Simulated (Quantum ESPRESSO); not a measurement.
# TaTlO3 (Pm-3m): modes at Γ and the response to a field, part 2 of 3

Aim: the zone-centre modes of TaTlO3 (Pm-3m).

Quantum ESPRESSO 7.5; DFT LDA, scalar-relativistic, plane waves, PseudoDojo norm-conserving pseudopotentials.

So far. Step 2 (A probe with smearing): A gap of 0.68 eV opens on this mesh, so the crystal is taken as an insulator; the start stands at -13 GPa. Step 4 (Ground state): The cell stands at -0.0060 GPa, close enough for phonons. The relaxed cell has a = 3.989 Å (conventional setting).

## (5) Zone-centre response

At q = 0 one unit cell holds all displacements; symmetry groups them into irreducible representations that are solved one by one. The response to a field gives ε∞ and the Born charges, which polar modes need.

ph.in reads:

```
phonons
 &inputph
    prefix='x',
    outdir='./tmp',
    fildyn='g.dyn',
    tr2_ph=1.0d-18,
    epsil=.true.,
 /
0.000000000000 0.000000000000 0.000000000000
```

On the command line:

```
$ OMP_NUM_THREADS=1 mpirun -n 4 ph.x -nk 4 -in ph.in > ph.out
```

The program printed:

```text
[banners, grids, parts of the stress and lines that vanish by symmetry left out]
[banner, memory and clock lines left out]
Program PHONON v.7.5

     ./tmp/x.save/

     IMPORTANT: XC functional enforced from input :
     Exchange-correlation= PW
                           (   1   4   0   0   0   0   0)
     Any further DFT definition will be discarded
     Please, verify this is what you really want

     G-vector sticks info

     Reading collected, re-writing distributed wavefunctions in ./tmp/

     Number and degeneracy of irreps per q-point
       N         xq(1)         xq(2)         xq(3)   N irreps
       1   0.000000000   0.000000000   0.000000000       5
        3   3   3   3   3

     Calculation of q =    0.0000000   0.0000000   0.0000000

     phonons

     bravais-lattice index     =            0
     lattice parameter (alat)  =       7.5384  a.u.
     unit-cell volume          =     428.3953 (a.u.)^3
     number of atoms/cell      =            5
     number of atomic types    =            3
     kinetic-energy cut-off    =      92.0000  Ry
     charge density cut-off    =     368.0000  Ry
     convergence threshold     =      1.0E-18
     beta                      =       0.7000
     number of iterations used =            4
     Exchange-correlation= PW
                           (   1   4   0   0   0   0   0)

     celldm(1)=    7.53844  celldm(2)=    0.00000  celldm(3)=    0.00000
     celldm(4)=    0.00000  celldm(5)=    0.00000  celldm(6)=    0.00000

     crystal axes: (cart. coord. in units of alat)
               a(1) = (  1.0000  0.0000  0.0000 )
               a(2) = (  0.0000  1.0000  0.0000 )
               a(3) = (  0.0000  0.0000  1.0000 )

     reciprocal axes: (cart. coord. in units 2 pi/alat)
               b(1) = (  1.0000  0.0000  0.0000 )
               b(2) = (  0.0000  1.0000  0.0000 )
               b(3) = (  0.0000  0.0000  1.0000 )

     Atoms inside the unit cell:

     Cartesian axes

     site n.  atom      mass           positions (alat units)
        1  Ta    180.9479   tau(    1) = (    0.50000    0.50000    0.50000  )
        2  Tl    204.3800   tau(    2) = (    0.00000    0.00000    0.00000  )
        3  O      15.9990   tau(    3) = (    0.50000    0.50000    0.00000  )
        4  O      15.9990   tau(    4) = (    0.50000    0.00000    0.50000  )
        5  O      15.9990   tau(    5) = (    0.00000    0.50000    0.50000  )

     Computing dynamical matrix for
                    q = (   0.0000000   0.0000000   0.0000000 )

     49 Sym.Ops. (with q -> -q+G )

     G cutoff =  529.7259  (  50883 G-vectors)     FFT grid: ( 48, 48, 48)
     number of k points=    35
                       cart. coord. in units 2pi/alat
        k(    1) = (   0.0000000   0.0000000   0.0000000), wk =   0.0039062
        k(    2) = (   0.0000000   0.0000000   0.1250000), wk =   0.0234375
        k(    3) = (   0.0000000   0.0000000   0.2500000), wk =   0.0234375
        [... further k-points left out ...]

     PseudoPot. # 1 for Ta read from file:
     ./pseudo/Ta.upf
     Pseudo is Norm-conserving + core correction, Zval = 13.0

     PseudoPot. # 2 for Tl read from file:
     ./pseudo/Tl.upf
     Pseudo is Norm-conserving + core correction, Zval = 13.0

     PseudoPot. # 3 for O  read from file:
     ./pseudo/O.upf
     Pseudo is Norm-conserving + core correction, Zval =  6.0

     Mode symmetry, O_h (m-3m)  point group:

     Electric field:
     Dielectric constant
     Born effective charges as d Force / d E

     Atomic displacements:
     There are    5 irreducible representations

     Representation     1      3 modes -  To be done

     Representation     2      3 modes -  To be done

     Representation     3      3 modes -  To be done

     Representation     4      3 modes -  To be done

     Representation     5      3 modes -  To be done

     Alpha used in Ewald sum =   2.8000

     Electric Fields Calculation

      iter #   1   av.it.:   9.1
      thresh= 1.000E-02 alpha_mix =  0.700 |ddv_scf|^2 =  2.964E-07

      [... iterations left out ...]
      iter #   9   av.it.:  16.1
      thresh= 9.950E-10 alpha_mix =  0.700 |ddv_scf|^2 =  6.888E-19

     End of electric fields calculation

          Dielectric constant in cartesian axis

          (       7.455542838       0.000000000       0.000000000 )
          (       0.000000000       7.455542838       0.000000000 )
          (       0.000000000       0.000000000       7.455542838 )

          Effective charges (d Force / dE) in cartesian axis without acoustic sum rule applied (asr)

           atom    1  Ta    Mean Z*:        8.71876
      Ex  (        8.71876        0.00000        0.00000 )
      Ey  (        0.00000        8.71876        0.00000 )
      Ez  (        0.00000        0.00000        8.71876 )
           atom    2  Tl    Mean Z*:        2.19213
      Ex  (        2.19213        0.00000        0.00000 )
      Ey  (        0.00000        2.19213        0.00000 )
      Ez  (        0.00000        0.00000        2.19213 )
           atom    3  O     Mean Z*:       -3.63839
      Ex  (       -2.16377        0.00000        0.00000 )
      Ey  (        0.00000       -2.16377        0.00000 )
      Ez  (        0.00000        0.00000       -6.58763 )
           atom    4  O     Mean Z*:       -3.63839
      Ex  (       -2.16377        0.00000        0.00000 )
      Ey  (        0.00000       -6.58763        0.00000 )
      Ez  (        0.00000        0.00000       -2.16377 )
           atom    5  O     Mean Z*:       -3.63839
      Ex  (       -6.58763        0.00000        0.00000 )
      Ey  (        0.00000       -2.16377        0.00000 )
      Ez  (        0.00000        0.00000       -2.16377 )

          Effective charges Sum: Mean:       -0.00428
             -0.00428        0.00000        0.00000
              0.00000       -0.00428        0.00000
              0.00000        0.00000       -0.00428

          Effective charges (d Force / dE) in cartesian axis with asr applied:
           atom    1  Ta    Mean Z*:        8.71962
      E*x (        8.71962        0.00000        0.00000 )
      E*y (        0.00000        8.71962        0.00000 )
      E*z (        0.00000        0.00000        8.71962 )
           atom    2  Tl    Mean Z*:        2.19298
      E*x (        2.19298        0.00000        0.00000 )
      E*y (        0.00000        2.19298        0.00000 )
      E*z (        0.00000        0.00000        2.19298 )
           atom    3  O     Mean Z*:       -3.63753
      E*x (       -2.16291        0.00000        0.00000 )
      E*y (        0.00000       -2.16291        0.00000 )
      E*z (        0.00000        0.00000       -6.58677 )
           atom    4  O     Mean Z*:       -3.63753
      E*x (       -2.16291        0.00000        0.00000 )
      E*y (        0.00000       -6.58677        0.00000 )
      E*z (        0.00000        0.00000       -2.16291 )
           atom    5  O     Mean Z*:       -3.63753
      E*x (       -6.58677        0.00000        0.00000 )
      E*y (        0.00000       -2.16291        0.00000 )
      E*z (        0.00000        0.00000       -2.16291 )

     Representation #   1 modes #   1   2   3

     Self-consistent Calculation

      iter #   1   av.it.:   8.7
      thresh= 1.000E-02 alpha_mix =  0.700 |ddv_scf|^2 =  4.271E-07

      [... iterations left out ...]
      iter #   9   av.it.:  17.3
      thresh= 3.889E-10 alpha_mix =  0.700 |ddv_scf|^2 =  2.274E-19

     End of self-consistent calculation

     Convergence has been achieved

     Representation #   2 modes #   4   5   6

     Self-consistent Calculation

      iter #   1   av.it.:   8.4
      thresh= 1.000E-02 alpha_mix =  0.700 |ddv_scf|^2 =  1.774E-06

      [... iterations left out ...]
      iter #   9   av.it.:  16.1
      thresh= 4.612E-10 alpha_mix =  0.700 |ddv_scf|^2 =  2.011E-19

     End of self-consistent calculation

     Convergence has been achieved

     Representation #   3 modes #   7   8   9

     Self-consistent Calculation

      iter #   1   av.it.:   9.3
      thresh= 1.000E-02 alpha_mix =  0.700 |ddv_scf|^2 =  1.193E-06

      [... iterations left out ...]
      iter #   9   av.it.:  16.8
      thresh= 2.662E-10 alpha_mix =  0.700 |ddv_scf|^2 =  2.337E-19

     End of self-consistent calculation

     Convergence has been achieved

     Representation #   4 modes #  10  11  12

     Self-consistent Calculation

      iter #   1   av.it.:   9.0
      thresh= 1.000E-02 alpha_mix =  0.700 |ddv_scf|^2 =  7.697E-07

      [... iterations left out ...]
      iter #   8   av.it.:  17.4
      thresh= 2.024E-09 alpha_mix =  0.700 |ddv_scf|^2 =  6.045E-19

     End of self-consistent calculation

     Convergence has been achieved

     Representation #   5 modes #  13  14  15

     Self-consistent Calculation

      iter #   1   av.it.:   8.2
      thresh= 1.000E-02 alpha_mix =  0.700 |ddv_scf|^2 =  1.931E-07

      [... iterations left out ...]
      iter #   7   av.it.:  16.7
      thresh= 2.169E-10 alpha_mix =  0.700 |ddv_scf|^2 =  6.895E-20

     End of self-consistent calculation

     Convergence has been achieved

     Number of q in the star =    1
     List of q in the star:
          1   0.000000000   0.000000000   0.000000000

          Dielectric constant in cartesian axis

          (       7.455542838       0.000000000       0.000000000 )
          (       0.000000000       7.455542838       0.000000000 )
          (       0.000000000       0.000000000       7.455542838 )

          Effective charges (d Force / dE) in cartesian axis without acoustic sum rule applied (asr)

           atom    1  Ta    Mean Z*:        8.71876
      Ex  (        8.71876        0.00000        0.00000 )
      Ey  (        0.00000        8.71876        0.00000 )
      Ez  (        0.00000        0.00000        8.71876 )
           atom    2  Tl    Mean Z*:        2.19213
      Ex  (        2.19213        0.00000        0.00000 )
      Ey  (        0.00000        2.19213        0.00000 )
      Ez  (        0.00000        0.00000        2.19213 )
           atom    3  O     Mean Z*:       -3.63839
      Ex  (       -2.16377        0.00000        0.00000 )
      Ey  (        0.00000       -2.16377        0.00000 )
      Ez  (        0.00000        0.00000       -6.58763 )
           atom    4  O     Mean Z*:       -3.63839
      Ex  (       -2.16377        0.00000        0.00000 )
      Ey  (        0.00000       -6.58763        0.00000 )
      Ez  (        0.00000        0.00000       -2.16377 )
           atom    5  O     Mean Z*:       -3.63839
      Ex  (       -6.58763        0.00000        0.00000 )
      Ey  (        0.00000       -2.16377        0.00000 )
      Ez  (        0.00000        0.00000       -2.16377 )

          Effective charges Sum: Mean:       -0.00428
             -0.00428        0.00000        0.00000
              0.00000       -0.00428        0.00000
              0.00000        0.00000       -0.00428

          Effective charges (d Force / dE) in cartesian axis with asr applied:
           atom    1  Ta    Mean Z*:        8.71962
      E*x (        8.71962        0.00000        0.00000 )
      E*y (        0.00000        8.71962        0.00000 )
      E*z (        0.00000        0.00000        8.71962 )
           atom    2  Tl    Mean Z*:        2.19298
      E*x (        2.19298        0.00000        0.00000 )
      E*y (        0.00000        2.19298        0.00000 )
      E*z (        0.00000        0.00000        2.19298 )
           atom    3  O     Mean Z*:       -3.63753
      E*x (       -2.16291        0.00000        0.00000 )
      E*y (        0.00000       -2.16291        0.00000 )
      E*z (        0.00000        0.00000       -6.58677 )
           atom    4  O     Mean Z*:       -3.63753
      E*x (       -2.16291        0.00000        0.00000 )
      E*y (        0.00000       -6.58677        0.00000 )
      E*z (        0.00000        0.00000       -2.16291 )
           atom    5  O     Mean Z*:       -3.63753
      E*x (       -6.58677        0.00000        0.00000 )
      E*y (        0.00000       -2.16291        0.00000 )
      E*z (        0.00000        0.00000       -2.16291 )

     Diagonalizing the dynamical matrix

     q = (    0.000000000   0.000000000   0.000000000 )

 **************************************************************************
     freq (    1) =      -2.704567 [THz] =     -90.214639 [cm-1]
     freq (    2) =      -2.704567 [THz] =     -90.214639 [cm-1]
     freq (    3) =      -2.704567 [THz] =     -90.214639 [cm-1]
     freq (    4) =      -0.029870 [THz] =      -0.996341 [cm-1]
     freq (    5) =      -0.029870 [THz] =      -0.996341 [cm-1]
     freq (    6) =      -0.029870 [THz] =      -0.996341 [cm-1]
     freq (    7) =       3.144420 [THz] =     104.886564 [cm-1]
     freq (    8) =       3.144420 [THz] =     104.886564 [cm-1]
     freq (    9) =       3.144420 [THz] =     104.886564 [cm-1]
     freq (   10) =       8.435126 [THz] =     281.365527 [cm-1]
     freq (   11) =       8.435126 [THz] =     281.365527 [cm-1]
     freq (   12) =       8.435126 [THz] =     281.365527 [cm-1]
     freq (   13) =      13.679047 [THz] =     456.283888 [cm-1]
     freq (   14) =      13.679047 [THz] =     456.283888 [cm-1]
     freq (   15) =      13.679047 [THz] =     456.283888 [cm-1]
 **************************************************************************

     Mode symmetry, O_h (m-3m)  point group:

     freq (   1-   3) =        -90.2  [cm-1]   --> T_1u G_15  G_4- I
     freq (   4-   6) =         -1.0  [cm-1]   --> T_1u G_15  G_4- I
     freq (   7-   9) =        104.9  [cm-1]   --> T_1u G_15  G_4- I
     freq (  10-  12) =        281.4  [cm-1]   --> T_2u G_25  G_5-
     freq (  13-  15) =        456.3  [cm-1]   --> T_1u G_15  G_4- I
```

Elapsed: 28 min, on 4 MPI ranks of Arm Neoverse V1, shared host.

This step gave:

```
miss of the charge sum rule                                       : 0.004280 e
largest acoustic frequency at the zone centre before the sum rule : -1 cm⁻¹
highest optical zone-centre mode (no LO-TO term)                  : 456.3 cm⁻¹
lowest optical zone-centre mode                                   : -90.21 cm⁻¹
mean high-frequency dielectric constant                           : 7.455
largest Born charge in size (third of the trace)                  : 8.719 e
```

Born charge (rows field, columns displacement), before the sum rule (e), principal values of the symmetric part by kind of site:

| atom | atoms with these values | low | middle | high | mean |
| --- | --- | --- | --- | --- | --- |
| Ta1 | 1 | 8.72 | 8.72 | 8.72 | 8.72 |
| Tl2 | 1 | 2.19 | 2.19 | 2.19 | 2.19 |
| O3 | 3 | -6.59 | -2.16 | -2.16 | -3.64 |

In full for Tl2:

```
2.19 0.00 0.00
0.00 2.19 0.00
0.00 0.00 2.19
```

High-frequency dielectric tensor:

```
7.46 0.00 0.00
0.00 7.46 0.00
0.00 0.00 7.46
```

The acoustic modes at Γ come out as far as 1.0 cm⁻¹ from zero, where they should vanish, a small numerical error; the Born charges miss their sum rule by 0.0043 e, which is good. The lowest optical mode is imaginary, 90i cm⁻¹, an instability at this level and on this k mesh.

## (6) Modes with the sum rule

A rigid shift of the crystal must cost nothing, but grids and finite bases break this; the acoustic sum rule is imposed before the matrix is diagonalised again. With Born charges the intensities follow; a static dielectric tensor has no meaning with imaginary modes.

dynmat.in reads:

```
 &input
    fildyn='g.dyn',
    asr='simple',
    fileig='dynmat.eig',
    lperm=.true.,
 /
```

On the command line:

```
$ dynmat.x -in dynmat.in > dynmat.out
```

The program printed:

```text
[banner, memory and clock lines left out]
Program DYNMAT v.7.5

     Reading Dynamical Matrix from file g.dyn
     ...Force constants read
     ...epsilon and Z* read
     A direction for q was not specified:TO-LO splitting will be absent

     Polarizability (A^3 units)
     multiply by 0.317274 for Clausius-Mossotti correction
        32.611520    0.000000    0.000000
         0.000000   32.611520    0.000000
         0.000000    0.000000   32.611520

     IR activities are in (D/A)^2/amu units

# mode   [cm-1]    [THz]      IR
    1    -90.18   -2.7034   64.9649
    2    -90.18   -2.7034   64.9649
    3    -90.18   -2.7034   64.9649
    4     -0.00   -0.0000    0.0000
    5      0.00    0.0000    0.0000
    6      0.00    0.0000    0.0000
    7    104.90    3.1447    4.7728
    8    104.90    3.1447    4.7728
    9    104.90    3.1447    4.7728
   10    281.39    8.4359    0.0000
   11    281.39    8.4359    0.0000
   12    281.39    8.4359    0.0000
   13    456.29   13.6793   16.5551
   14    456.29   13.6793   16.5551
   15    456.29   13.6793   16.5551

Electronic dielectric permittivity tensor (relative, adimensional)
         7.455543    0.000000    0.000000
         0.000000    7.455543    0.000000
         0.000000    0.000000    7.455543

 ... with zone-center polar mode contributions
        24.700540    0.000000   -0.000000
         0.000000   24.700540   -0.000000
        -0.000000   -0.000000   24.700540

[end of the log left out, with the tail of the file of modes that dynmat.x writes under the same name]
```

Elapsed: 0.46 s, on 1 thread.

Numbers from this step:

```yaml
lowest_optical_zone_centre_mode: -90.18 cm⁻¹
```

Unit eigenvectors of the mass-weighted matrix after the sum rule; no LO-TO term. Modes at Γ, with each element's share of the kinetic energy (negative means imaginary):

| mode | frequency (cm⁻¹) | Ta % | Tl % | O % |
| --- | --- | --- | --- | --- |
| 1 | -90.2 | 29 | 1 | 70 |
| 2 | -90.2 | 29 | 1 | 70 |
| 3 | -90.2 | 29 | 1 | 70 |
| 4 | 0.0 | 42 | 47 | 11 |
| 5 | 0.0 | 42 | 47 | 11 |
| 6 | 0.0 | 42 | 47 | 11 |
| 7 | 104.9 | 29 | 52 | 19 |
| 8 | 104.9 | 29 | 52 | 19 |
| 9 | 104.9 | 29 | 52 | 19 |
| 10 | 281.4 | 0 | 0 | 100 |
| 11 | 281.4 | 0 | 0 | 100 |
| 12 | 281.4 | 0 | 0 | 100 |
| 13 | 456.3 | 0 | 0 | 100 |
| 14 | 456.3 | 0 | 0 | 100 |
| 15 | 456.3 | 0 | 0 | 100 |

Displacements in mode 2 (-90.2 cm⁻¹), the largest set to 1:
```
Ta1 -0.01  0.01  0.32
Tl2  0.00  0.00 -0.06
O3   0.03 -0.02 -1.00
O4   0.03 -0.02 -0.92
O5   0.03 -0.02 -0.92
```

Displacements in mode 15 (456.3 cm⁻¹), the largest set to 1:
```
Ta1  0.00  0.00  0.01
Tl2  0.00  0.00  0.00
O3   0.00  0.00  1.00
O4   0.00  0.00 -0.53
O5   0.00  0.00 -0.53
```

Degenerate modes summed, no LO-TO term; imaginary modes left out. Infrared lines, with heights relative to the strongest:

| position (cm⁻¹) | lines merged | IR intensity, relative |
| --- | --- | --- |
| 105 | 3 | 29 |
| 281 | 3 | 0.0 |
| 456 | 3 | 100 |

The rule moves no optical mode by more than 0.1 cm⁻¹.

[end of part 2 of 3]

[Host names and launcher messages were left out of these logs when they were recorded.]

[Logs are printed without paths, hosts, clocks, repeated set-up lines and the standing remarks that a program may print on its own settings, such as how far it seeks lower states.]

[Hosts, paths, dates, database ids (printed as entryN), source tags and the programs' standing remarks are cut or masked in the printed files.]
